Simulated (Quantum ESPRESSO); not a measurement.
## GaN (F-43m): from Born charge to LO-TO splitting

Aim: work out the LO frequency and the static dielectric constant of GaN (F-43m) from one linear-response run, then check them.

Method: DFT LDA, scalar-relativistic, plane waves, PseudoDojo norm-conserving pseudopotentials, in Quantum ESPRESSO 8.0 development, patched.

## 1. The relaxed structure

The structure is cubic, space group F-43m (No. 216). Conventional cell: a = 4.453 Å, b = 4.453 Å, c = 4.453 Å, α = 90.00°, β = 90.00°, γ = 90.00°. Ga has 4 N at 1.93 Å nearest. Nearest to N lie 4 Ga at 1.93 Å. Farther neighbours and most contacts between anions are not listed.

This is the cell after its relaxation at this level of theory, not the database cell from which that began.

## 2. What the response run gave

A linear-response run on the relaxed cell, with the response to an electric field; only its zone-centre results are used. Cutoff 84 Ry, k mesh 12×12×12.

Log:

```text
[banners, grids, parts of the stress and lines that vanish by symmetry left out]
Program PHONON v.8.0dev
     Dynamical matrices for q-points given in input
     (   1q-points):
[...]
Exchange-correlation= PW
                           (   1   4   0   0   0   0   0)
[...]
kinetic-energy cut-off    =      84.0000  Ry
     charge density cut-off    =     336.0000  Ry
     convergence threshold     =      1.0E-18
[...]
Exchange-correlation= PW
                           (   1   4   0   0   0   0   0)
[...]
q = (   0.0000000   0.0000000   0.0000000 )
     25 Sym.Ops. (with q -> -q+G )
     G cutoff =  301.3298  (  15473 G-vectors)     FFT grid: ( 36, 36, 36)
     number of k points=    72
[...]
Mode symmetry, T_d (-43m)  point group:
[...]
Dielectric constant
[...]
End of electric fields calculation
          Dielectric constant in cartesian axis
          (       5.775069787       0.000000000       0.000000000 )
          (      -0.000000000       5.775069787      -0.000000000 )
          (       0.000000000      -0.000000000       5.775069787 )
          Effective charges (d Force / dE) in cartesian axis without acoustic sum rule applied (asr)
           atom    1  Ga    Mean Z*:        2.64535
      Ex  (        2.64535        0.00000        0.00000 )
      Ey  (        0.00000        2.64535       -0.00000 )
      Ez  (        0.00000       -0.00000        2.64535 )
           atom    2  N     Mean Z*:       -2.64631
      Ex  (       -2.64631       -0.00000        0.00000 )
      Ey  (        0.00000       -2.64631       -0.00000 )
      Ez  (       -0.00000       -0.00000       -2.64631 )
          Effective charges Sum: Mean:       -0.00096
[...]
Effective charges (d Force / dE) in cartesian axis with asr applied:
           atom    1  Ga    Mean Z*:        2.64583
[...]
atom    2  N     Mean Z*:       -2.64583
[...]
Dielectric constant from finite-differences
          (       5.774974219      -0.000000000      -0.000000000 )
          (      -0.000000000       5.774974219       0.000000000 )
          (       0.000000000       0.000000000       5.774974219 )
[...]
(      -0.000000000      -0.000000000      -0.000000000 )
          (      -0.000000000      -0.000000000       6.638136394 )
          (      -0.000000000       6.638136394      -0.000000000 )
          (       0.000000000      -0.000000000       6.638136394 )
          (      -0.000000000      -0.000000000       0.000000000 )
          (       6.638136394       0.000000000       0.000000000 )
          (      -0.000000000       6.638136394      -0.000000000 )
          (       6.638136394       0.000000000      -0.000000000 )
[...]
(       0.000000000       0.000000000       0.000000000 )
          (       0.614827349       0.000000000      -0.000000000 )
          (       0.000000000       0.614827349       0.000000000 )
          (       0.614827349      -0.000000000       0.000000000 )
          (       0.000000000      -0.000000000       0.000000000 )
[...]
Representation #   1 modes #   1   2   3
[...]
End of self-consistent calculation
     Convergence has been achieved
     Representation #   2 modes #   4   5   6
[...]
End of self-consistent calculation
     Convergence has been achieved
[...]
Dielectric constant in cartesian axis
          (       5.775069787       0.000000000       0.000000000 )
          (      -0.000000000       5.775069787      -0.000000000 )
          (       0.000000000      -0.000000000       5.775069787 )
          Effective charges (d Force / dE) in cartesian axis without acoustic sum rule applied (asr)
           atom    1  Ga    Mean Z*:        2.64535
      Ex  (        2.64535        0.00000        0.00000 )
      Ey  (        0.00000        2.64535       -0.00000 )
      Ez  (        0.00000       -0.00000        2.64535 )
           atom    2  N     Mean Z*:       -2.64631
      Ex  (       -2.64631       -0.00000        0.00000 )
      Ey  (        0.00000       -2.64631       -0.00000 )
      Ez  (       -0.00000       -0.00000       -2.64631 )
          Effective charges Sum: Mean:       -0.00096
[...]
Effective charges (d Force / dE) in cartesian axis with asr applied:
           atom    1  Ga    Mean Z*:        2.64583
[...]
atom    2  N     Mean Z*:       -2.64583
[...]
q = (    0.000000000   0.000000000   0.000000000 )
[...]
freq (    1) =      -0.118947 [THz] =      -3.967645 [cm-1]
     freq (    2) =      -0.118947 [THz] =      -3.967645 [cm-1]
     freq (    3) =      -0.118947 [THz] =      -3.967645 [cm-1]
     freq (    4) =      16.604521 [THz] =     553.867203 [cm-1]
     freq (    5) =      16.604521 [THz] =     553.867203 [cm-1]
     freq (    6) =      16.604521 [THz] =     553.867203 [cm-1]
[...]
Mode symmetry, T_d (-43m)  point group:
     freq (   1-   3) =         -4.0  [cm-1]   --> T_2  G_15 P_4   I+R
     freq (   4-   6) =        553.9  [cm-1]   --> T_2  G_15 P_4   I+R

   JOB DONE.
```

```csv
quantity,value
cell volume Ω (Å³),22.074
mass of Ga (u),69.723
mass of N (u),14.007
"Born charge of Ga, raw (e)",2.645
"Born charge of N, raw (e)",-2.646
ε∞,5.775
ω(TO) after the sum rule (cm⁻¹),553.9
```

## 3. The calculation

The charges must sum to zero over the cell; taking off their mean, 0.000 e, leaves Z* = 2.646 e on Ga. In the polar mode Ga moves against N, so the reduced mass is μ = 69.72 × 14.01 / 83.73 = 11.664 u.

A longitudinal wave builds up a field that adds to the restoring force: ω(LO)² = ω(TO)² + 4π Z*² / (μ Ω ε∞), in Hartree atomic units. With μ = 21262 electron masses and Ω = 148.96 bohr³ the second term is 4.8095e-06 Ha², or 231670 cm⁻² (1 Ha = 219474.6 cm⁻¹).

So ω(LO) = √(306761 + 231670) = 733.8 cm⁻¹, and by the Lyddane-Sachs-Teller relation ε₀ = ε∞ (ω(LO)/ω(TO))² = 10.14.

## 4. Check against the program

The analysis program adds the same non-analytic term to the full matrix, here for q along (1 0 0).

Log:

```text
[banner, memory and clock lines left out]
Program DYNMAT v.8.0dev

     Reading Dynamical Matrix from file g.dyn
     ...Force constants read
     ...epsilon and Z* read
     ...Raman cross sections read

     Polarizability (A^3 units)
     multiply by 0.385849 for Clausius-Mossotti correction (not under assume_isolated = 'mt')
         8.387879   -0.000000    0.000000
         0.000000    8.387879   -0.000000
         0.000000   -0.000000    8.387879

     IR activities are in (D/A)^2/amu units
     Raman activities are in A^4/amu units
     multiply Raman by 0.022165 for Clausius-Mossotti correction (not under assume_isolated = 'mt')

# mode   [cm-1]    [THz]      IR          Raman   depol.fact
    1     -0.00   -0.0000    0.0000         0.0000    0.7500
    2      0.00    0.0000    0.0000         0.0000    0.7500
    3      0.00    0.0000    0.0000         0.0000    0.7500
    4    553.86   16.6044   13.8469         7.4989    0.7500
    5    553.86   16.6044   13.8469         7.4989    0.7500
    6    733.78   21.9982   13.8469         7.4989    0.7500
```

ε₀ comes from the program's run without a direction of q.

```
    quantity  by hand  program
ω(LO) (cm⁻¹)    733.8    733.8
          ε₀    10.14    10.14
```

## 5. Outcome

```
TO mode                    : 553.9 cm⁻¹
LO mode                    : 733.8 cm⁻¹
static dielectric constant : 10.14
```

The LO mode of GaN (F-43m) lies at 734 cm⁻¹, 180 cm⁻¹ above the TO mode; the formula meets the program within 0.1 cm⁻¹, as it must for a cubic crystal with one polar mode. ω(LO)² − ω(TO)² goes with Z*²/ε∞: an error of 5 % in ε∞ would move the LO mode by 7.6 cm⁻¹, and semilocal functionals tend to overestimate ε∞. These are harmonic values at zero temperature, at the volume of this functional, for the structure held cubic; stability elsewhere in the zone is no part of this calculation.

[Host names and launcher messages were left out of these logs when they were recorded.]

[Logs are printed without paths, hosts, clocks, repeated set-up lines and the standing remarks that a program may print on its own settings, such as how far it seeks lower states.]

[Hosts, paths, dates, database ids (printed as entryN), source tags and the programs' standing remarks are cut or masked in the printed files.]
